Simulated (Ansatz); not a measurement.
# G0W0 on several functionals: HgC2S2N2 (C2/m), part 2 of 2

One-shot GW is not self-consistent; how far does the start matter for HgC2S2N2 (C2/m)?

Ansatz 0.2.0; G0W0 on several functionals, plane waves, PAW. Known limits of the many-body steps: not at the basis limit; d shell near the gap, gap tends to lie low; no spin-orbit coupling; coarse k mesh.

So far. Step 3 (G0W0 on PBEsol): Against the run with 4×4×2 mesh, 319 empty bands, screening to 100 eV, PAW set soft_1 files on LDA, the gap moves by +0.07 eV, while the start moved by +0.10 eV. Step 4 (G0W0 on PBE): Against the run with 4×4×2 mesh, 319 empty bands, screening to 100 eV, PAW set soft_1 files on PBEsol, the gap moves by +0.05 eV, while the start moved by +0.08 eV.

In doubt: masses and optical values from hybrid runs of this build are listed as unsure (steps 6, 7, 8), which bears on the screening that GW takes from such a start.

## (5) G0W0 on r2SCAN

This step: G0W0 on r2SCAN, plane waves, PAW; PAW set soft_1.

input.yaml reads:

```yaml
crystal:
  lattice:
    - [5.439, -2.021, 0.0]
    - [5.439, 2.021, 0.0]
    - [-0.5921680587, 0.0, 6.4076955288]
  atoms:
    - { symbol: Hg, position: [0.0, 0.0, 0.0] }
    - { symbol: C, position: [0.2661513025, 0.2661513025, 0.2233405963] }
    - { symbol: C, position: [0.7338486975, 0.7338486975, 0.7766594037] }
    - { symbol: S, position: [0.1320101513, 0.1320101513, 0.3259806969] }
    - { symbol: S, position: [0.8679898487, 0.8679898487, 0.6740193031] }
    - { symbol: "N", position: [0.3633996325, 0.3633996325, 0.1569129335] }
    - { symbol: "N", position: [0.6366003675, 0.6366003675, 0.8430870665] }
kpoints:
  mp_grid: { grid: [4, 4, 2] }
hamiltonian:
  xc: r2scan
  pseudopotentials: { kind: paw, azcp: { folder: soft_1 } }
scf:
  occupations: { method: fixed }
gw:
  n_empty_bands: 319
  ecut_chi: 100
  qp_bands: [v2, c2]
  qp_kpoints: band_edges
  screening: { model: contour_deformation }
```

Run with:

```sh
$ ansatz run input.yaml --threads 2 --pin off --max-ram 92160MiB --backend cuda --events-out ev --progress --plain --runs-dir out --devices 1 --max-vram 13GiB
```

Numbers of over 12 decimals in the logs are rounded to 6 here.

What it wrote:

```text
GPUs: using 1 of 1 available (devices: 1).
[...]
GPU FFT provider: cuFFT
GPU libraries: cuBLAS 13.8.2, cuFFT 12.4.0, cuSOLVER 12.3.4
Crystal: 7 atoms, lattice volume = 140.870 Å³
Basis set: ecut = 500 eV, 3585 PW (Γ), exchange–correlation on 180×180×192 points (64 copies of the dense FFT grid, shifted against one another)
Bands: 32, of which v1, the nominal top of the filled ones, is band 25 counted from 1 (24 counted from 0)
[...]
1    27      7.5239    -7.1948    -3.9555   -12.1286  0.7976     8.5175     8.5021  root
[...]
13    24      2.6603   -18.8978     2.1085   -15.9932  0.7664     1.8536     1.8643  root
    13    25      2.6830   -19.8299     2.1641   -16.8818  0.7688     1.8890     1.8991  root
    13    26      5.9979   -11.2255    -3.6182   -15.9128  0.7976     7.0812     7.0669  root
    13    27      7.8124    -8.6059    -4.0629   -13.9273  0.7761     9.1031     9.0710  root
[key lines of the parts left out:]
SCF converged after 9 iterations
Free energy (F): -16912.242076 eV
Fermi energy:    2.801623 eV
```

The job ended after 47 s (1 × NVIDIA H100 80GB HBM3 (shared by 6 runs) with 2 threads of AMD EPYC 7R13 (Zen 3), shared host; peak memory 1.8 GiB; 67 s of CPU time).

Numbers from this step:

```
bands summed                                 : 344
RPA ε∞ on this mesh (eigenvalues)            : 2.473, 3.068, 4.773
plane waves in the screening matrix          : 327
G0W0 gap on the mesh                         : 4.276 eV
k of the valence top                         : -0.5, -0.5, 0
k of the conduction bottom                   : 0, 0, 0
starting gap on the mesh                     : 2.533 eV
least direct G0W0 gap on the computed points : 4.421 eV
```

Against the run with 4×4×2 mesh, 319 empty bands, screening to 100 eV, PAW set soft_1 files on PBE, the gap moves by +0.28 eV, while the start moved by +0.32 eV.

## (6) G0W0 on HSE06

This step: G0W0 on HSE06, plane waves, PAW; PAW set soft_1.

input.yaml: that of step 5 with these lines changed.

```diff
@@ -16,3 +16,3 @@
 hamiltonian:
-  xc: r2scan
+  xc: hse06
   pseudopotentials: { kind: paw, azcp: { folder: soft_1 } }
```

What it wrote:

```text
GPUs: using 1 of 1 available (devices: 1).
[...]
davidson cushion auto → on  (no smearing: the cushion is to keep the highest requested band from converging to the state above it; pin scf.eigensolver.cushion to override)
[...]
GPU FFT provider: cuFFT
GPU libraries: cuBLAS 13.8.2, cuFFT 12.4.0, cuSOLVER 12.3.4
Crystal: 7 atoms, lattice volume = 140.870 Å³
Basis set: ecut = 420 eV, 2761 PW (Γ)
[...]
1    26      6.6693   -11.3971    -3.6272   -15.8779  0.8138     7.5300     7.5229  root
     1    27      7.9886    -6.8184    -3.7315   -11.2133  0.8205     8.6569     8.6520  root
[...]
13    24      2.2379   -18.9225     1.9255   -16.4374  0.7902     1.6745     1.6783  root
    13    25      2.2391   -19.7523     1.9749   -17.2393  0.7922     1.6976     1.7011  root
    13    26      6.4526   -10.8801    -3.5080   -15.1833  0.8188     7.2535     7.2479  root
    13    27      8.3129    -8.3045    -3.7839   -13.0295  0.8037     9.2659     9.2540  root
[key lines of the parts left out:]
Free energy (F): -16891.010566 eV
Fermi energy:    2.370520 eV
```

Wall time 86 s (1 × NVIDIA H100 80GB HBM3 (shared by 6 runs) with 2 threads); peak memory 1.8 GiB.

Numbers from this step:

- bands summed: 344
- RPA ε∞ on this mesh (eigenvalues): 2.323, 2.840, 4.148
- plane waves in the screening matrix: 327
- G0W0 gap on the mesh: 4.615 eV
- k of the valence top: -0.5, -0.5, 0
- k of the conduction bottom: 0, 0, 0
- starting gap on the mesh: 3.363 eV
- least direct G0W0 gap on the computed points: 4.769 eV

Against the run with 4×4×2 mesh, 319 empty bands, screening to 100 eV, PAW set soft_1 files on r2SCAN, the gap moves by +0.34 eV, while the start moved by +0.83 eV.

## (7) G0W0 on PBE0

This step: G0W0 on PBE0, plane waves, PAW; PAW set soft_1.

input.yaml: that of step 6 with these lines changed.

```diff
@@ -16,3 +16,3 @@
 hamiltonian:
-  xc: hse06
+  xc: pbe0
   pseudopotentials: { kind: paw, azcp: { folder: soft_1 } }
```

What it wrote:

```text
GPUs: using 1 of 1 available (devices: 1).
[...]
GPU FFT provider: cuFFT
GPU libraries: cuBLAS 13.8.2, cuFFT 12.4.0, cuSOLVER 12.3.4
Crystal: 7 atoms, lattice volume = 140.870 Å³
Basis set: ecut = 420 eV, 2761 PW (Γ)
Bands: 32, of which v1, the nominal top of the filled ones, is band 25 counted from 1 (24 counted from 0)
Symmetry: 4 space group operations
[...]
k-points: 14 of 32
[...]
1    26      7.0403   -11.3769    -3.5204   -15.4925  0.8265     7.6382     7.6355  root
     1    27      8.3650    -6.7979    -3.6022   -10.8127  0.8330     8.7791     8.7776  root
[...]
13    24      1.8518   -18.9278     1.8039   -16.8284  0.8051     1.5554     1.5563  root
    13    25      1.8543   -19.7626     1.8559   -17.6317  0.8068     1.5786     1.5793  root
    13    26      6.8154   -10.8545    -3.4081   -14.8007  0.8311     7.3557     7.3536  root
    13    27      8.6877    -8.2894    -3.6412   -12.6348  0.8179     9.3969     9.3919  root
[key lines of the parts left out:]
Free energy (F): -16888.733834 eV
Fermi energy:    1.988114 eV
```

Run time: 82 s. Hardware: 1 × NVIDIA H100 80GB HBM3 (shared by 6 runs) with 2 threads; peak memory 1.8 GiB.

This step gave:

```
bands summed                                 : 344
RPA ε∞ on this mesh (eigenvalues)            : 2.240, 2.710, 3.859
plane waves in the screening matrix          : 327
G0W0 gap on the mesh                         : 4.830 eV
k of the valence top                         : -0.5, -0.5, 0
k of the conduction bottom                   : 0, 0, 0
starting gap on the mesh                     : 4.100 eV
least direct G0W0 gap on the computed points : 4.988 eV
```

Against the run with 4×4×2 mesh, 319 empty bands, screening to 100 eV, PAW set soft_1 files on HSE06, the gap moves by +0.22 eV, while the start moved by +0.74 eV.

## (8) G0W0 on Hartree-Fock

This step: G0W0 on Hartree-Fock, plane waves, PAW; PAW set soft_1.

input.yaml: that of step 7 with these lines changed.

```diff
@@ -16,3 +16,3 @@
 hamiltonian:
-  xc: pbe0
+  xc: hf
   pseudopotentials: { kind: paw, azcp: { folder: soft_1 } }
```

What it wrote:

```text
GPUs: using 1 of 1 available (devices: 1).
[...]
GPU FFT provider: cuFFT
GPU libraries: cuBLAS 13.8.2, cuFFT 12.4.0, cuSOLVER 12.3.4
Crystal: 7 atoms, lattice volume = 140.870 Å³
Basis set: ecut = 420 eV, 2761 PW (Γ)
Bands: 32, of which v1, the nominal top of the filled ones, is band 25 counted from 1 (24 counted from 0)
Symmetry: 4 space group operations
[...]
k-points: 14 of 32
[...]
1    26     11.3663   -10.1790    -2.7801   -10.1952  0.8995     8.6200     8.6024  root
     1    27     12.2178    -5.5622    -2.5857    -5.5685  0.9073     9.6548     9.6383  root
[...]
13    24     -0.4139   -19.5711     1.2922   -19.5525  0.8897     0.8554     0.8597  root
    13    25     -0.3648   -18.9228     1.2504   -18.9017  0.8891     0.8604     0.8645  root
    13    26     11.0144    -9.5103    -2.7100    -9.5281  0.9025     8.3382     8.3221  root
    13    27     12.7780    -6.7395    -2.5640    -6.7438  0.9027    10.2346    10.2184  root
[key lines of the parts left out:]
Free energy (F): -16703.646395 eV
Fermi energy:    -0.234530 eV
```

The job ended after 90 s (1 × NVIDIA H100 80GB HBM3 (shared by 6 runs) with 2 threads; peak memory 1.9 GiB).

Numbers from this step:

| Item | Value |
| --- | --- |
| bands summed | 344 |
| RPA ε∞ on this mesh (eigenvalues) | 1.774, 1.988, 2.392 |
| plane waves in the screening matrix | 327 |
| G0W0 gap on the mesh | 6.425 eV |
| k of the valence top | -0.5, -0.5, 0 |
| k of the conduction bottom | 0, 0, 0 |
| starting gap on the mesh | 10.29 eV |
| least direct G0W0 gap on the computed points | 6.599 eV |

Against the run with 4×4×2 mesh, 319 empty bands, screening to 100 eV, PAW set soft_1 files on PBE0, the gap moves by +1.59 eV, while the start moved by +6.19 eV.

## (9) Side by side

All on the 4×4×2 mesh with 319 empty bands and screening to 100 eV. Times are wall times on 1 × NVIDIA H100 80GB HBM3 (shared by 6 runs) with 2 threads of AMD EPYC 7R13 (Zen 3), shared host, good to a factor of about two.

| start | starting gap (eV) | shift (eV) | G0W0 gap (eV) | RPA ε∞ (harmonic mean) | Z (valence, conduction) | time |
| --- | --- | --- | --- | --- | --- | --- |
| LDA | 2.02 | +1.85 | 3.88 | 3.56 | 0.75, 0.79 | 34 s |
| PBEsol | 2.13 | +1.82 | 3.95 | 3.46 | 0.75, 0.79 | 43 s |
| PBE | 2.21 | +1.79 | 4.00 | 3.39 | 0.76, 0.79 | 24 s |
| r2SCAN | 2.53 | +1.74 | 4.28 | 3.19 | 0.77, 0.81 | 47 s |
| HSE06 | 3.36 | +1.25 | 4.61 | 2.93 | 0.79, 0.83 | 86 s |
| PBE0 | 4.10 | +0.73 | 4.83 | 2.79 | 0.81, 0.84 | 82 s |
| Hartree-Fock | 10.29 | −3.86 | 6.42 | 2.02 | 0.89, 0.91 | 90 s |

The parts of the quasiparticle energy at the two band edges (eV; QP = start + Σx + Σc − Vxc):

| run | edge | start | Σx | Σc | Vxc | Z | QP |
| --- | --- | --- | --- | --- | --- | --- | --- |
| LDA | valence top | 2.86 | -19.72 | 2.17 | -16.78 | 0.75 | 2.09 |
| LDA | conduction bottom | 4.88 | -10.96 | -3.51 | -15.56 | 0.79 | 5.96 |
| PBEsol | valence top | 3.04 | -19.74 | 2.21 | -16.62 | 0.75 | 2.13 |
| PBEsol | conduction bottom | 5.16 | -10.93 | -3.47 | -15.32 | 0.79 | 6.08 |
| PBE | valence top | 3.10 | -19.78 | 2.21 | -16.66 | 0.76 | 2.19 |
| PBE | conduction bottom | 5.31 | -10.94 | -3.45 | -15.27 | 0.79 | 6.18 |
| r2SCAN | valence top | 2.80 | -19.76 | 2.11 | -16.86 | 0.77 | 2.02 |
| r2SCAN | conduction bottom | 5.33 | -10.80 | -3.44 | -15.19 | 0.81 | 6.29 |

## (10) Outcome

- G0W0@LDA: 3.88 eV (start 2.02 eV)
- G0W0@PBEsol: 3.95 eV (start 2.13 eV)
- G0W0@PBE: 4.00 eV (start 2.21 eV)
- G0W0@r2SCAN: 4.28 eV (start 2.53 eV)
- G0W0@HSE06: 4.61 eV (start 3.36 eV)
- G0W0@PBE0: 4.83 eV (start 4.10 eV)
- G0W0@Hartree-Fock: 6.42 eV (start 10.29 eV)
- known limits: not at the basis limit; d shell near the gap, gap tends to lie low; no spin-orbit coupling; coarse k mesh

**Reading.** The starting gaps span 8.26 eV and the G0W0 gaps 2.55 eV. Between LDA and Hartree-Fock, 2.55 eV of the 8.26 eV survives, 31 %. Hartree-Fock screens less than LDA (ε∞ 2.02 against 3.56). Of the 2.55 eV by which its G0W0 gap is higher, the correlation part gives +1.78 eV, and exchange with the one-particle terms, which follow the orbitals, +0.77 eV. On Hartree-Fock the correction is negative: that start lies above its own G0W0 value. The smallest correction, +0.73 eV, is on PBE0, the start nearest to reproducing itself. Bands and cutoff are finite, so the gap is not at the basis limit. The miss can reach some tenths of an eV and take either sign; the mesh is an error of its own. The 4×4×2 mesh is coarse for this cell (its supercell is 13 Å along the shortest edge). The RPA ε∞ on it, from the LDA start, is 2.74, 3.40 and 5.44; such meshes misread the long-range screening, most where the gap is narrow. The program warns that the mesh is coarse for exact exchange, which bears on the hybrid start's gap. A d shell, filled or nearly so, lies near the gap. One-shot GW converges very slowly in bands there, not always from below, and on a semilocal start the gap tends to come out low; starts rich in exact exchange can overshoot instead. The many-body steps are scalar-relativistic: spin-orbit coupling is not in them.

[Paths, hosts, dates, memory and timing lines, banners, echoed tables and standing remarks are left out of the program output.]

[Logs are printed without paths, hosts, clocks, repeated set-up lines and the standing remarks that a program may print on its own settings, such as how far it seeks lower states.]

[Runs of the session that timed out or met a known fault of the program may be left out.]

[Cells called generated may have been cut or substituted from an entry of the Crystallography Open Database or the Materials Project.]

[Hosts, paths, dates, database ids (printed as entryN), source tags and the programs' standing remarks are cut or masked in the printed files.]
